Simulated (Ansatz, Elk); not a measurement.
# ZnMo: X-ray structure factors from the self-consistent density

Structure refinements treat a crystal as free atoms side by side. For a made-up structure of ZnMo (cell and positions from a PBE relaxation) the runs below show what the calculated density changes in F(hkl).

Method: DFT, PBE, all-electron APW+lo, Dirac cores, scalar-relativistic bands, static density, no spin, in Elk 11.2.3 (patched build).

This account leaves out most program logs.

The structure was built from a prototype and need not be the compound's stable phase.

## 1. Set-up

It takes space group Fm-3m (No. 225, cubic). The conventional cell has a = 5.079 Å, b = 5.079 Å, c = 5.079 Å, α = 90.00°, β = 90.00°, γ = 90.00°. Nearest to Mo lie 6 Zn at 2.54 Å. Nearest to Zn lie 6 Mo at 2.54 Å. Farther neighbours are not listed.

As a file:

```cif
data_structure
_symmetry_space_group_name_H-M 'Fm-3m'
_symmetry_Int_Tables_number 225
_cell_length_a 5.0785
_cell_length_b 5.0785
_cell_length_c 5.0785
_cell_angle_alpha 90.000
_cell_angle_beta 90.000
_cell_angle_gamma 90.000
_cell_volume 130.98
loop_
_atom_site_label
_atom_site_type_symbol
_atom_site_symmetry_multiplicity
_atom_site_Wyckoff_symbol
_atom_site_fract_x
_atom_site_fract_y
_atom_site_fract_z
_atom_site_occupancy
Mo1 Mo 4 b 0.50000 0.00000 0.00000 1
Zn1 Zn 4 a 0.00000 0.00000 0.00000 1
```

## 2. Ground state and structure factors

An all-electron density is needed, since X-rays see the cores too. Task 0 finds the density and task 195 Fourier-transforms it; tshift is off so that phases refer to the origin typed.

elk.in

```
tasks
  0
  195

xctype
  20

spinpol
  .false.

rgkmax
  7.0

gmaxvr
  14.0

lmaxo
  7

lmaxapw
  8

swidth
  0.002

tshift
  .false.

ramdisk
  .false.

hmaxvr
  5.5

maxscl
  120

epspot
  1e-06

sppath
  './'

avec
  -0.00000000000 4.79852123241 4.79852123241
  4.79852123241 0.00000000000 4.79852123241
  4.79852123241 4.79852123241 -0.00000000000

atoms
  2
  'Mo.in'
  1
  0.5000000000 0.5000000000 0.5000000000   0.000000 0.000000 0.000000
  'Zn.in'
  1
  0.0000000000 -0.0000000000 -0.0000000000   0.000000 0.000000 0.000000

ngridk
  8 8 8
```

Started as:

```console
> OMP_NUM_THREADS=4 elk
```

Wall time 7.5 s (4 threads of AMD EPYC 7B13 (Zen 3), shared host); peak memory 0.17 GiB.

SFACRHO.OUT:

```text

h k l indices transformed by vhmat matrix:
   1.000000000       0.000000000       0.000000000    
   0.000000000       1.000000000       0.000000000    
   0.000000000       0.000000000       1.000000000    

      h      k      l  multipl.   |H|            Re(F)            Im(F)           |F|

      0      0      0      1   0.0000000       72.000000      0.25505850E-33   72.000000    
     -1      0      0      8   1.1339740      -9.2604407     -0.41650068E-14   9.2604407    
      0     -1     -1      6   1.3094003       57.286458      0.81648042E-14   57.286458    
     -1      1      0     12   1.8517717       50.495378     -0.12606437E-13   50.495378    
     -1      1     -1     24   2.1713948      -7.7172569     -0.52106049E-13   7.7172569    
      0      0     -2      8   2.2679479       45.866994      0.65563315E-14   45.866994    
      2      2      0      6   2.6188007       42.574870     -0.12345987E-13   42.574870    
     -2      1      0     24   2.8537719      -7.2710787     -0.24057998E-13   7.2710787    
      1      2     -1     24   2.9279082       39.645386     -0.26643740E-13   39.645386    
      3      1      0     24   3.2073627       37.283884     -0.50491556E-13   37.283884    
     -1      2      2     24   3.4019219      -7.3430530      0.79572830E-14   7.3430530    
     -3     -3     -3      8   3.4019219      -7.2240706     -0.10007463E-12   7.2240706    
     -2      0      2     12   3.7035434       33.658893      0.17682961E-13   33.658893    
     -1      2     -2     48   3.8732584      -7.3091907      0.24129503E-13   7.3091907    
     -1     -1     -4     24   3.9282010       32.198793      0.14484443E-13   32.198793    
      0     -3     -3      6   3.9282010       32.295719      0.85072200E-13   32.295719    
     -3     -2      1     24   4.1406874       30.984109      0.93726660E-14   30.984109    
      4      3      4     24   4.2931561      -7.2677861     -0.41150613E-13   7.2677861
```

Elk indexes on the primitive cell of elk.in and gives |H| = 4π sin θ/λ in inverse bohr. Below, one row stands for each form hkl of the conventional cell (m members, Friedel mates merged), F is for one primitive cell and the density is static (no thermal factor). Free-atom factors are Waasmaier and Kirfel's, and R is Σm||F|−|F'||/Σm|F|.

```csv
hkl,m,sin θ/λ (Å⁻¹),"abs F, DFT",neutral atoms,diff.
111,8,0.171,9.260,9.390,-0.130
200,6,0.197,57.286,57.732,-0.445
220,12,0.279,50.495,50.849,-0.353
311,24,0.327,7.717,7.482,+0.235
222,8,0.341,45.867,46.044,-0.177
400,6,0.394,42.575,42.410,+0.165
331,24,0.429,7.271,7.158,+0.113
420,24,0.440,39.645,39.557,+0.088
422,24,0.482,37.284,37.246,+0.038
511,24,0.512,7.343,7.243,+0.100
333,8,0.512,7.224,7.243,-0.019
440,12,0.557,33.659,33.680,-0.021
531,48,0.583,7.309,7.361,-0.051
442,24,0.591,32.199,32.251,-0.052
600,6,0.591,32.296,32.251,+0.045
620,24,0.623,30.984,30.986,-0.002
533,24,0.646,7.268,7.392,-0.124
622,24,0.653,29.826,29.853,-0.027
```

## 3. The highest occupied states alone

An energy window below the Fermi level keeps the highest occupied states, to see at which angles they scatter; shallow core shells can lie inside it and anion s states outside. No new self-consistency is needed.

Edit elk.in of step 2 so:

```diff
@@ -1,3 +1,2 @@
 tasks
-  0
   195
@@ -40,2 +39,5 @@
 
+wsfac
+  -0.139190 0.601800
+
 sppath
```

Started as:

```console
> OMP_NUM_THREADS=4 elk
```

It took 2.2 s on 4 threads; peak memory 0.17 GiB; 3.8 s of CPU time.

States within 12 eV below the Fermi level hold 18.00 electrons; any levels below the window count with the cores. Their amplitudes can exceed the total, where window and core parts have opposite phase:

```csv
hkl,sin θ/λ (Å⁻¹),"abs F, window","abs F, all"
111,0.171,6.510,9.260
200,0.197,8.793,57.286
220,0.279,6.150,50.495
311,0.327,4.637,7.717
222,0.341,4.754,45.867
400,0.394,4.046,42.575
331,0.429,3.432,7.271
420,0.440,3.252,39.645
422,0.482,2.683,37.284
511,0.512,2.427,7.343
```

## 4. Another functional

The difference from free atoms is small, so it is set against the change that LDA (Perdew-Wang) makes.

Edit elk.in of step 3 so:

```diff
@@ -1,2 +1,3 @@
 tasks
+  0
   195
@@ -4,3 +5,3 @@
 xctype
-  20
+  3
 
@@ -39,5 +40,2 @@
 
-wsfac
-  -0.139190 0.601800
-
 sppath
```

Started as:

```console
> OMP_NUM_THREADS=4 elk
```

The job ended after 4.7 s (4 threads; peak memory 0.17 GiB; 12 s of CPU time).

Against the first run R = 0.05 %; the largest change is -0.022 at 400.

## 5. Basis size

The basis and the expansions that go with it are enlarged, to see whether the differences are converged.

Edit elk.in of step 4 so:

```diff
@@ -5,3 +5,3 @@
 xctype
-  3
+  20
 
@@ -11,12 +11,12 @@
 rgkmax
-  7.0
+  8.5
 
 gmaxvr
-  14.0
+  18.0
 
 lmaxo
-  7
+  9
 
 lmaxapw
-  8
+  10
```

Started as:

```console
> OMP_NUM_THREADS=4 elk
```

It took 15 s on 4 threads; peak memory 0.2 GiB.

Against the first run R = 0.01 %; the largest change is +0.008 at 440.

## 6. A coarser k-mesh

About half the k-points along each axis test the sampling.

Edit elk.in of step 5 so:

```diff
@@ -11,12 +11,12 @@
 rgkmax
-  8.5
+  7.0
 
 gmaxvr
-  18.0
+  14.0
 
 lmaxo
-  9
+  7
 
 lmaxapw
-  10
+  8
 
@@ -58,2 +58,2 @@
 ngridk
-  8 8 8
+  4 4 4
```

Started as:

```console
> OMP_NUM_THREADS=4 elk
```

The job ended after 5.3 s (4 threads; peak memory 0.17 GiB; 12 s of CPU time).

Against the first run R = 0.01 %; the largest change is -0.012 at 400.

## 7. Settings against the effect

```csv
run,R against the first run (%),"R against neutral atoms, low angle (%)",wall time
"PBE, rgkmax 7",0.00,0.78,7.5 s
LDA (Perdew-Wang),0.05,0.81,4.7 s
rgkmax 8.5 with larger expansions,0.01,0.77,15 s
k-mesh 4×4×4,0.01,0.78,5.3 s
```

## 8. What came out

```json
{"R against neutral atoms, sin θ/λ < 0.3 Å⁻¹": "0.78 %", "R against neutral atoms, 0.3 to 0.81 Å⁻¹": "0.39 %"}
```

Independent neutral atoms miss the calculated amplitudes by R = 0.78 % below 0.3 Å⁻¹ and 0.39 % from there to 0.81 Å⁻¹; by shells, 0.78 % 0.15 to 0.3 (3 forms), 0.67 % 0.3 to 0.45 (5 forms), 0.33 % above 0.45 (21 forms). Bonding, aspherical density and the tables' own atoms all enter these figures, and the runs don't part them. The largest change of an amplitude is -0.45 electrons, at 200. The window's part falls from 18.0 electrons at the origin to at most 2.68 between 0.45 and 0.81 Å⁻¹, where compact states inside the window still scatter. Below 0.3 Å⁻¹ the changes that finished (LDA (Perdew-Wang), rgkmax 8.5 with larger expansions and k-mesh 4×4×4) move F by R = 0.03 % at most, against the 0.78 % that separates it from free atoms. These runs have no spin, though d or f shells may be open. Part of the difference isn't bonding: the tables are fits to free atoms and ions calculated by other methods than this functional. Thermal motion, anomalous dispersion and extinction are left out.

[Logs are printed without paths, hosts, clocks, repeated set-up lines and the standing remarks that a program may print on its own settings, such as how far it seeks lower states.]

[Hosts, paths, dates, database ids (printed as entryN), source tags and the programs' standing remarks are cut or masked in the printed files.]
